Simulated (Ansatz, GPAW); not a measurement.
# A 11-layer slab of Sr(110): work function by functional and basis

Wanted: work functions and dipole of a 11-layer slab of Sr(110), with the cost of each level.

Program: GPAW 26.7.0 and Ansatz 0.2.0. Level of theory: Ansatz plane waves; slab in vacuum with a dipole correction, relaxation, in the first sound run; inputs show where later runs differ. Results are calculated unless marked as measured.

**1. Starting point**

The cell holds 11 atoms: 11 Sr. Its edges and angles: a = 6.080 Å, b = 4.299 Å, c = 37.496 Å, α = 90.0°, β = 90.0°, γ = 90.0°. Vacuum lies along c.

**2. Relaxation**

The atoms are relaxed first, since the surface dipole, and with it the work function, follows the positions of the outer layers. The lowest 5 atoms are held at bulk positions and keep their forces.

The input, input.yaml:

```yaml
crystal:
  lattice:
    - [6.08, 0.0, 0.0]
    - [0.0, 4.2992092296, 0.0]
    - [0.0, 0.0, 37.4960461481]
  atoms:
    - { symbol: Sr, position: [0.0, 0.0, 0.2133558287] }
    - { symbol: Sr, position: [0.5, 0.5, 0.270684663] }
    - { symbol: Sr, position: [0.0, 0.0, 0.3280134972] }
    - { symbol: Sr, position: [0.5, 0.5, 0.3853423315] }
    - { symbol: Sr, position: [0.0, 0.0, 0.4426711657] }
    - { symbol: Sr, position: [0.5, 0.5, 0.5] }
    - { symbol: Sr, position: [0.0, 0.0, 0.5573288343] }
    - { symbol: Sr, position: [0.5, 0.5, 0.6146576685] }
    - { symbol: Sr, position: [0.0, 0.0, 0.6719865028] }
    - { symbol: Sr, position: [0.5, 0.5, 0.729315337] }
    - { symbol: Sr, position: [0.0, 0.0, 0.7866441713] }
kpoints:
  mp_grid: { grid: [5, 7, 1] }
hamiltonian:
  xc: pbe
scf:
  occupations: { method: fermi_dirac, width: 0.1 }
efield:
  axis: 3
  dipole_correction: true
  ramp_width: 0.05
relax:
  f_tol: 0.02
  max_steps: 60
  constraints: [{ sites: [0, 1, 2, 3, 4] }]
output:
  write_potential: true
  write_density: true
  volumetric_format: npy
```

On the command line:

```
ansatz run input.yaml --threads 4 --pin off --max-ram 8192MiB --backend cpu --events-out ev --progress --plain --runs-dir out
```

Numbers of over 12 decimals in the logs are rounded to 6 here.

The program printed:

```text
Engine: ansatz 0.2.0, aarch64-unknown-linux-gnu
Pseudopotentials: kind: paw
Pseudopotential: Sr, paw, valence charge 10, recommended cutoff 420 eV (normal), Sr.paw.azcp
Functional definition: PBE
  parameter kappa = 0.804
  parameter beta = 0.066725
  exchange = pbe_x(kappa = kappa, mu = beta*pi^2/3)
  correlation = pbe_c(beta = beta)
Crystal: 11 atoms, lattice volume = 980.116 Å³
Basis set: ecut = 420 eV, 19183 PW (Γ), exchange–correlation on 90×60×512 points (8 copies of the dense FFT grid, shifted against one another)
Bands: 66, of which v1, the nominal top of the filled ones, is band 55 counted from 1 (54 counted from 0)
Symmetry: 4 space group operations
k-points: 12 of 35
Non-local potential: Sr, projectors of the file, l = 0: 3, l = 1: 2, l = 2: 2
PAW form: soft (Blöchl's): semilocal exchange-correlation on the pseudo side does not see the compensation charge
PAW one-centre angular grid: Sr, 110 points (default); XC on 64 Gauss nodes
Initial density: superposition of atomic densities (neutral atoms: chi_scale 0, normalization atom), corrected by the library's trained network
Initial wavefunctions: pseudopotential atomic-orbital guess
Functional: x = pbe(κ = 0.804, μ = 0.219515), c = pbe(β = 0.066725)
SCF iter   1: F=—  HF=-38985.537686 eV  |F-HF|=—  |Δ(HF+E_count)|=         —  Δρ=2.82e-3  dr2=1.01e1  ethr=1.77e-3  p=0.000 e·Å  D=1.38e-14 V/Å  ΔV_dip=-0.00 eV  dr2_dipole=3.80e-11  V_vac-E_F(+/−)=2.17/2.17 eV  ⟨swp⟩=16.5  Hψ=12019  notcnv=0
efield: sawtooth ramp at fractional position 0.9750 (placed from the atoms, in the widest stretch of the axis that holds none; the zero of the levels goes with the place), width 0.0500; the density the first Hamiltonian is built on has a dipole p = 0.000 e·Å; the dipole correction subtracts the counter field D = 1.38e-14 V/Å, which shifts the + side's vacuum level by -0.00 eV against the − side's; the planar-averaged density in the ramp window peaks in size at 7.9e-6 e/Å³
automatic band count: the SCF goes on with 77 bands, as 66 were too few: the levels above may hold too much charge
preconditioner: auto → LDOS  [metal: Δε(μ)=0.028 eV  Ē_g=2.154 eV  σ=0.100 eV  W_gap=0.07  n_scr=118 (ndim 8)  ℏωp=5.6 eV  f_vac=0.320  D(μ)=14.34/eV (n_scr^D=66)  β→1.0]
SCF iter   2: F=—  HF=-38985.361106 eV  |F-HF|=—  |Δ(HF+E_count)|=   1.77e-1  Δρ=7.06e-4  dr2=1.37e-2  ethr=1.77e-3  p=-0.000 e·Å  D=-1.43e-6 V/Å  ΔV_dip=0.00 eV  dr2_dipole=1.19e-9  V_vac-E_F(+/−)=2.49/2.49 eV  ⟨swp⟩=2.4  Hψ=1121  notcnv=0
SCF iter   3: F=—  HF=-38985.363105 eV  |F-HF|=—  |Δ(HF+E_count)|=   2.00e-3  Δρ=4.04e-4  dr2=9.55e-3  ethr=1.24e-5  p=0.000 e·Å  D=9.24e-7 V/Å  ΔV_dip=-0.00 eV  dr2_dipole=4.34e-11  V_vac-E_F(+/−)=2.55/2.55 eV  ⟨swp⟩=2.8  Hψ=1777  notcnv=0
SCF iter   4: F=—  HF=-38985.362334 eV  |F-HF|=—  |Δ(HF+E_count)|=   7.71e-4  Δρ=1.47e-4  dr2=4.80e-4  ethr=8.68e-6  p=0.000 e·Å  D=6.15e-7 V/Å  ΔV_dip=-0.00 eV  dr2_dipole=6.18e-11  V_vac-E_F(+/−)=2.57/2.57 eV  ⟨swp⟩=2.9  Hψ=1504  notcnv=0
SCF iter   5: F=—  HF=-38985.362365 eV  |F-HF|=—  |Δ(HF+E_count)|=   3.03e-5  Δρ=3.46e-5  dr2=3.49e-5  ethr=4.36e-7  p=-0.000 e·Å  D=-2.37e-7 V/Å  ΔV_dip=0.00 eV  dr2_dipole=5.60e-10  V_vac-E_F(+/−)=2.59/2.59 eV  ⟨swp⟩=2.0  Hψ=1485  notcnv=0
SCF iter   6: F=-38985.362387 eV  HF=-38985.362389 eV  |F-HF|=1.43e-6  |Δ(HF+E_count)|=   2.42e-5  Δρ=1.10e-5  dr2=3.84e-6  ethr=9.09e-9  p=0.000 e·Å  D=1.36e-7 V/Å  ΔV_dip=-0.00 eV  dr2_dipole=2.92e-11  V_vac-E_F(+/−)=2.59/2.59 eV  ⟨swp⟩=14.5  Hψ=10045  notcnv=0
SCF 1 converged in 6 iterations: F = -38985.362387 eV  dr2 = 3.84e-6
  greatest PAW one-centre occupation: 0.988 electrons in one spin orbital (limit 2), on the Sr atom at site 0 (counted from 0), in its partial waves of l = 0
relax step   1: F+E_penalty+E_count = -38985.36238732 eV  Δ(F+E_penalty+E_count) = +0.000e0 eV  max|allowed force component| = 7.056e-2 eV/Å  Δτ_max = 0.0000 Å  (6 SCF iters, dr2 threshold 1.00e-5 eV, accepted)
Bands: 77, of which v1, the nominal top of the filled ones, is band 55 counted from 1 (54 counted from 0)
Initial density: handed on by an earlier stage of this run
Initial wavefunctions: those handed on with the density
iter 1 solved again at ethr=4.16e-5 eV; its pass at ethr=3.10e-3 eV (dr2=4.58e-2 eV) is discarded
SCF iter   1: F=—  HF=-38985.366811 eV  |F-HF|=—  |Δ(HF+E_count)|=         —  Δρ=3.37e-4  dr2=1.76e-2  ethr=4.16e-5  p=0.000 e·Å  D=1.35e-7 V/Å  ΔV_dip=-0.00 eV  dr2_dipole=9.51e-5  V_vac-E_F(+/−)=2.59/2.59 eV  ⟨swp⟩=2.1  Hψ=2828  notcnv=0
efield: sawtooth ramp at fractional position 0.9750 (handed on by an earlier solve), width 0.0500; the density the first Hamiltonian is built on has a dipole p = 0.000 e·Å; the dipole correction subtracts the counter field D = 1.35e-7 V/Å, which shifts the + side's vacuum level by -0.00 eV against the − side's; the planar-averaged density in the ramp window peaks in size at 6.1e-6 e/Å³
preconditioner: auto → LDOS  [metal: Δε(μ)=0.026 eV  Ē_g=2.206 eV  σ=0.100 eV  W_gap=0.06  n_scr=118 (ndim 8)  ℏωp=5.6 eV  f_vac=0.320  D(μ)=14.46/eV (n_scr^D=66)  β→1.0]
SCF iter   2: F=—  HF=-38985.366302 eV  |F-HF|=—  |Δ(HF+E_count)|=   5.09e-4  Δρ=8.97e-5  dr2=4.41e-4  ethr=1.60e-5  p=0.003 e·Å  D=5.13e-4 V/Å  ΔV_dip=-0.02 eV  dr2_dipole=2.97e-4  V_vac-E_F(+/−)=2.57/2.59 eV  ⟨swp⟩=1.2  Hψ=928  notcnv=0
SCF iter   3: F=—  HF=-38985.366350 eV  |F-HF|=—  |Δ(HF+E_count)|=   4.78e-5  Δρ=3.99e-5  dr2=6.50e-5  ethr=4.01e-7  p=0.001 e·Å  D=1.71e-4 V/Å  ΔV_dip=-0.01 eV  dr2_dipole=1.03e-5  V_vac-E_F(+/−)=2.59/2.59 eV  ⟨swp⟩=2.3  Hψ=1570  notcnv=0
SCF iter   4: F=—  HF=-38985.365773 eV  |F-HF|=—  |Δ(HF+E_count)|=   5.76e-4  Δρ=2.56e-5  dr2=1.71e-5  ethr=5.91e-8  p=0.000 e·Å  D=6.81e-5 V/Å  ΔV_dip=-0.00 eV  dr2_dipole=1.32e-6  V_vac-E_F(+/−)=2.59/2.59 eV  ⟨swp⟩=2.2  Hψ=1529  notcnv=0
SCF iter   5: F=—  HF=-38985.365771 eV  |F-HF|=—  |Δ(HF+E_count)|=   2.12e-6  Δρ=4.68e-6  dr2=1.61e-6  ethr=1.55e-8  p=0.000 e·Å  D=2.06e-5 V/Å  ΔV_dip=-0.00 eV  dr2_dipole=7.74e-7  V_vac-E_F(+/−)=2.59/2.59 eV  ⟨swp⟩=2.1  Hψ=1316  notcnv=0
SCF iter   6: F=-38985.365771 eV  HF=-38985.365771 eV  |F-HF|=4.84e-8  |Δ(HF+E_count)|=   1.88e-7  Δρ=2.08e-6  dr2=8.90e-8  ethr=9.09e-11  p=-0.000 e·Å  D=-2.57e-6 V/Å  ΔV_dip=0.00 eV  dr2_dipole=1.72e-10  V_vac-E_F(+/−)=2.59/2.59 eV  ⟨swp⟩=10.8  Hψ=7720  notcnv=0
SCF 2 converged in 6 iterations: F = -38985.365771 eV  dr2 = 8.90e-8
  greatest PAW one-centre occupation: 0.988 electrons in one spin orbital (limit 2), on the Sr atom at site 10 (counted from 0), in its partial waves of l = 0
relax step   2: F+E_penalty+E_count = -38985.36577133 eV  Δ(F+E_penalty+E_count) = -3.384e-3 eV  max|allowed force component| = 4.934e-2 eV/Å  Δτ_max = 0.0594 Å  (6 SCF iters, accepted)
SCF iter   1: F=—  HF=-38985.363073 eV  |F-HF|=—  |Δ(HF+E_count)|=         —  Δρ=7.98e-4  dr2=3.75e-1  ethr=7.91e-4  p=-0.000 e·Å  D=-2.57e-6 V/Å  ΔV_dip=0.00 eV  dr2_dipole=3.04e-1  V_vac-E_F(+/−)=2.60/2.60 eV  ⟨swp⟩=6.3  Hψ=2533  notcnv=0
efield: sawtooth ramp at fractional position 0.9750 (handed on by an earlier solve), width 0.0500; the density the first Hamiltonian is built on has a dipole p = -0.000 e·Å; the dipole correction subtracts the counter field D = -2.57e-6 V/Å, which shifts the + side's vacuum level by +0.00 eV against the − side's; the planar-averaged density in the ramp window peaks in size at 6.1e-6 e/Å³
preconditioner: auto → LDOS  [metal: Δε(μ)=0.070 eV  Ē_g=2.214 eV  σ=0.100 eV  W_gap=0.17  n_scr=118 (ndim 8)  ℏωp=5.6 eV  f_vac=0.324  D(μ)=14.43/eV (n_scr^D=66)  β→1.0]
SCF iter   2: F=—  HF=-38985.372859 eV  |F-HF|=—  |Δ(HF+E_count)|=   9.79e-3  Δρ=5.14e-4  dr2=4.02e-1  ethr=3.41e-4  p=0.012 e·Å  D=2.15e-3 V/Å  ΔV_dip=-0.08 eV  dr2_dipole=4.18e-1  V_vac-E_F(+/−)=2.53/2.61 eV  ⟨swp⟩=2.5  Hψ=1090  notcnv=0
SCF iter   3: F=—  HF=-38985.369434 eV  |F-HF|=—  |Δ(HF+E_count)|=   3.43e-3  Δρ=2.25e-4  dr2=6.54e-2  ethr=3.41e-4  p=0.005 e·Å  D=8.77e-4 V/Å  ΔV_dip=-0.03 eV  dr2_dipole=6.57e-2  V_vac-E_F(+/−)=2.57/2.60 eV  ⟨swp⟩=1.0  Hψ=924  notcnv=0
SCF iter   4: F=—  HF=-38985.369192 eV  |F-HF|=—  |Δ(HF+E_count)|=   2.42e-4  Δρ=1.24e-4  dr2=1.97e-2  ethr=5.95e-5  p=-0.001 e·Å  D=-1.47e-4 V/Å  ΔV_dip=0.01 eV  dr2_dipole=1.91e-2  V_vac-E_F(+/−)=2.59/2.59 eV  ⟨swp⟩=1.0  Hψ=924  notcnv=0
SCF iter   5: F=—  HF=-38985.369076 eV  |F-HF|=—  |Δ(HF+E_count)|=   1.17e-4  Δρ=6.09e-5  dr2=5.86e-3  ethr=1.79e-5  p=-0.000 e·Å  D=-8.59e-5 V/Å  ΔV_dip=0.00 eV  dr2_dipole=5.75e-3  V_vac-E_F(+/−)=2.59/2.59 eV  ⟨swp⟩=1.0  Hψ=924  notcnv=0
SCF iter   6: F=—  HF=-38985.369032 eV  |F-HF|=—  |Δ(HF+E_count)|=   4.33e-5  Δρ=1.45e-5  dr2=1.45e-4  ethr=5.33e-6  p=-0.000 e·Å  D=-3.60e-5 V/Å  ΔV_dip=0.00 eV  dr2_dipole=1.35e-4  V_vac-E_F(+/−)=2.59/2.59 eV  ⟨swp⟩=1.0  Hψ=924  notcnv=0
SCF iter   7: F=—  HF=-38985.369039 eV  |F-HF|=—  |Δ(HF+E_count)|=   6.51e-6  Δρ=2.77e-6  dr2=1.76e-6  ethr=1.32e-7  p=-0.000 e·Å  D=-5.56e-5 V/Å  ΔV_dip=0.00 eV  dr2_dipole=1.53e-6  V_vac-E_F(+/−)=2.59/2.59 eV  ⟨swp⟩=1.6  Hψ=951  notcnv=0
SCF iter   8: F=—  HF=-38985.368455 eV  |F-HF|=—  |Δ(HF+E_count)|=   5.84e-4  Δρ=2.01e-6  dr2=2.01e-6  ethr=1.60e-9  p=-0.000 e·Å  D=-6.31e-5 V/Å  ΔV_dip=0.00 eV  dr2_dipole=1.88e-6  V_vac-E_F(+/−)=2.59/2.59 eV  ⟨swp⟩=2.5  Hψ=1611  notcnv=0
SCF iter   9: F=—  HF=-38985.368455 eV  |F-HF|=—  |Δ(HF+E_count)|=   2.82e-8  Δρ=6.95e-7  dr2=2.54e-7  ethr=1.60e-9  p=-0.000 e·Å  D=-6.17e-5 V/Å  ΔV_dip=0.00 eV  dr2_dipole=2.46e-7  V_vac-E_F(+/−)=2.59/2.59 eV  ⟨swp⟩=1.1  Hψ=937  notcnv=0
SCF iter  10: F=-38985.368455 eV  HF=-38985.368455 eV  |F-HF|=1.14e-9  |Δ(HF+E_count)|=   1.62e-9  Δρ=2.96e-7  dr2=1.67e-9  ethr=9.09e-11  p=-0.000 e·Å  D=-6.15e-5 V/Å  ΔV_dip=0.00 eV  dr2_dipole=4.89e-11  V_vac-E_F(+/−)=2.59/2.59 eV  ⟨swp⟩=10.7  Hψ=6490  notcnv=0
SCF 3 converged in 10 iterations: F = -38985.368455 eV  dr2 = 1.67e-9
relax step   3: F+E_penalty+E_count = -38985.36845497 eV  Δ(F+E_penalty+E_count) = -2.684e-3 eV  max|allowed force component| = 5.526e-3 eV/Å  Δτ_max = 0.1330 Å  (10 SCF iters, accepted)
NSCF: frozen V_eff on 12 k-points
the band table was solved once a step of the walk had ended and its energy, with any forces and stress, was formed, with the checks that follow a solve (4952 applications of the Hamiltonian). They found nothing against the state; the energy, forces and stress were not computed again (output.eigenvalues in the input reference)
WARN: The output density's exchange-correlation potential varies sharply where the density is thin. Do not read a vacuum level from v_tot or v_xc, or from such a field of the output density. On a cell that repeats whose density bears no net charge and no dipole along the vacuum's axis use v_es (v_loc + v_h of the components); under efield.dipole_correction with no amplitude use v_es + v_field, which holds any externa [...]
SCF converged after 10 iterations
Free energy (F): -38985.368455 eV
Harris-Foulkes:  -38985.368455 eV  (|F-HF|=1.14e-9)
Internal energy: -38984.884051 eV  (E = F + TS)
E sigma→0 (E₀):  -38985.126253 eV
Entropy (-TS):   -0.484404 eV (-44.037 meV/atom)
Fermi energy:    2.196858 eV
Dipole field:    D = -0.000057 V/Å  (p = -0.000310 e·Å, saw-weighted, corrected)
Work function:   Φ+ = 2.5945 eV   Φ− = 2.5924 eV
Levels:          The Fermi level and band energies are counted from a zero that moves with the ramp; work functions are not
--- Per-component energies (eV) ---
  E_band       = -1825.243310
  E_kinetic    = 2651.272325
  E_local      = -45516.755336  (includes V_loc(G=0)·N_el)
  E_nonlocal   = 2231.917036
  E_hartree    = 20502.060701
  E_xc         = -1880.651590
  E_vxc        = -1747.895063  (∫ρ·V_xc dr)
  E_paw        = -29641.909111  (= ΣΔE_a)
  E_vpaw       = -447.904142  (= ΣTr[D̂ρ^β])
  E_aug_tail   = -0.000013  (compensation charges beyond the density's cutoff)
  E_efield     = 0.000000  (sawtooth field / dipole correction)
  E_vefield    = -0.000309  (∫n·V_field dr)
  E_ewald      = 12669.181937
  E_smearing   = -0.484404  (= −TS)
  E_closure    = 0.000000  (closes the sum)
  Σ components = -38985.368455   (vs F -38985.368455, Δ=0.00e0)
--- Forces (eV/Å), atoms counted from 1 ---
  atom   1  Sr     0.00000000     0.00000000     0.07037895
  atom   2  Sr     0.00000000     0.00000000     0.02029482
  atom   3  Sr     0.00000000     0.00000000    -0.06201622
  atom   4  Sr     0.00000000     0.00000000    -0.00436760
  atom   5  Sr     0.00000000     0.00000000    -0.02619219
  atom   6  Sr     0.00000000     0.00000000    -0.00117127
  atom   7  Sr     0.00000000     0.00000000     0.00280041
  atom   8  Sr     0.00000000     0.00000000     0.00108915
  atom   9  Sr     0.00000000     0.00000000    -0.00504746
  atom  10  Sr     0.00000000     0.00000000    -0.00129291
  atom  11  Sr     0.00000000     0.00000000     0.00552582
  max |Σ_I F_I| component: 1.51e-6 eV/Å
--- Band table (eV; the first three rows and the last of 12) ---
  k-point 0: bands = [... 51 lower, 1.6522, 1.8136, 1.8972, 2.1112, 2.2933, 2.4339, 2.5724, 2.5872, ... 18 higher]
  k-point 1: bands = [... 51 lower, 1.8359, 1.9748, 2.0215, 2.2085, 2.4465, 2.5218, 2.6224, 2.6837, ... 18 higher]
  k-point 2: bands = [... 51 lower, 2.1155, 2.2170, 2.2517, 2.2689, 2.4500, 2.6205, 2.7113, 2.7143, ... 18 higher]
  k-point 11: bands = [... 51 lower, 1.9841, 2.1348, 2.2104, 2.2362, 2.2411, 2.2660, 2.3443, 2.3610, ... 18 higher]
--- Relaxed structure (3 steps of the walk, 3 accepted, 0 SCFs on fresh bases) ---
  F+E_penalty+E_count = -38985.36845497 eV   max|allowed force component| = 5.526e-3 eV/Å
  atoms:
    - { symbol: Sr, position: [0.0, 0.0, 0.213356] }
    - { symbol: Sr, position: [0.500000, 0.500000, 0.270685] }
    - { symbol: Sr, position: [0.0, 0.0, 0.328013] }
    - { symbol: Sr, position: [0.500000, 0.500000, 0.385342] }
    - { symbol: Sr, position: [0.0, 0.0, 0.442671] }
    - { symbol: Sr, position: [0.500000, 0.500000, 0.499264] }
    - { symbol: Sr, position: [0.0, 0.0, 0.556068] }
    - { symbol: Sr, position: [0.500000, 0.500000, 0.612715] }
    - { symbol: Sr, position: [0.0, 0.0, 0.670191] }
    - { symbol: Sr, position: [0.500000, 0.500000, 0.725802] }
    - { symbol: Sr, position: [0.0, 0.0, 0.781514] }
```

It took 2.6 min on 4 threads of Arm Neoverse N1, shared host; peak memory 1.9 GiB; 10 min of CPU time.

The steps of the relaxation:

```
step  energy less that of the first step (eV)  largest force component (eV/Å)
   1                                   0.0000                          0.0706
   2                                  -0.0034                          0.0493
   3                                  -0.0061                          0.0055
```

The run keeps the 4 symmetry operations that it works with, so distortions that break them were not tested.

The atoms that moved most (Å):

```
atom     dx     dy      dz  length
Sr11  0.000  0.000  -0.192   0.192
Sr10  0.000  0.000  -0.132   0.132
 Sr8  0.000  0.000  -0.073   0.073
 Sr9  0.000  0.000  -0.067   0.067
 Sr7  0.000  0.000  -0.047   0.047
 Sr6  0.000  0.000  -0.028   0.028
```

This step gave:

- free energy: -38985.3685 eV
- smearing term TS: 0.4844 eV
- symmetry operations: 4
- upper work function: 2.595 eV
- lower work function: 2.592 eV
- dipole along the normal: -3.10e-4 e·Å
- dipole field: -5.73e-5 V/Å
- vacuum level above: 4.791 eV
- vacuum level below: 4.789 eV

The electrostatic potential energy of an electron (with the applied field's), less the Fermi level, planar mean oscillates, so the rows of the table below give means over windows of 2.2 Å about each position, cut where the curve ends. Its maxima inside the range that stand out by 2 % of the span (Å: eV): 9.1: -0.964, 11.3: -0.842, 13.3: -0.861, 15.5: -0.845, 17.7: -0.960, 19.8: -0.902, 22.0: -0.957, 24.0: -0.818, 26.2: -1.04, 28.3: -1.17. Its minima: 8.1: -8.13, 10.1: -7.83, 12.3: -7.94, 14.5: -7.88, 16.6: -7.90, 18.7: -7.94, 20.8: -7.89, 23.0: -7.93, 25.2: -7.88, 27.2: -7.89, 29.3: -8.21.

Table of electrostatic potential energy of an electron (with the applied field's), less the Fermi level, planar mean by z; means over each step:

z (Å), electrostatic potential energy of an electron (with the applied field's), less the Fermi level, planar mean (eV) and a bar from the least value:
```
     1.10       2.59 ##############################
     3.30       2.58 ##############################
     5.50       2.24 ############################
     7.70      -3.53 ##
     9.90      -3.87 #
    12.10      -3.87 #
    14.30      -3.87 #
    16.50      -3.88 #
    18.70      -3.90 
    20.90      -3.90 
    23.10      -3.87 #
    25.30      -3.93 
    27.50      -4.00 
    29.70      -3.40 ###
    31.90       2.30 #############################
    34.10       2.59 ##############################
    36.30       2.59 ##############################
```

The valence density, planar mean oscillates, so the rows of the table below give means over windows of 2.12 Å about each position, cut where the curve ends. Its maxima inside the range that stand out by 2 % of the span (Å: e/Å³): 8.1: 0.259, 10.1: 0.267, 12.3: 0.265, 14.5: 0.265, 16.6: 0.265, 18.7: 0.266, 20.8: 0.266, 23.0: 0.266, 25.2: 0.265, 27.2: 0.268, 29.3: 0.259. Its minima: 9.1: 0.0760, 11.3: 0.0764, 13.3: 0.0763, 15.5: 0.0755, 17.7: 0.0802, 19.8: 0.0778, 22.0: 0.0796, 24.0: 0.0756, 26.2: 0.0835, 28.3: 0.0827.

The valence density, planar mean by z; means over each step:

```
z (Å)  valence density, planar mean (e/Å³)
 1.06                               2.3e-6
 3.18                               1.1e-4
 5.30                              0.00350
 7.42                                0.142
 9.54                                0.178
11.66                                0.177
13.78                                0.177
15.90                                0.177
18.02                                0.180
20.14                                0.179
22.26                                0.180
24.38                                0.177
26.50                                0.185
28.62                                0.181
30.74                               0.0468
32.86                               9.3e-4
34.98                               2.3e-5
```

The relaxation lowered the energy of the cell by 0.00607 eV.

(Continued in part 2 of 4.)

[Logs are printed without paths, hosts, clocks, repeated set-up lines and the standing remarks that a program may print on its own settings, such as how far it seeks lower states.]

[Hosts, paths, dates, database ids (printed as entryN), source tags and the programs' standing remarks are cut or masked in the printed files.]
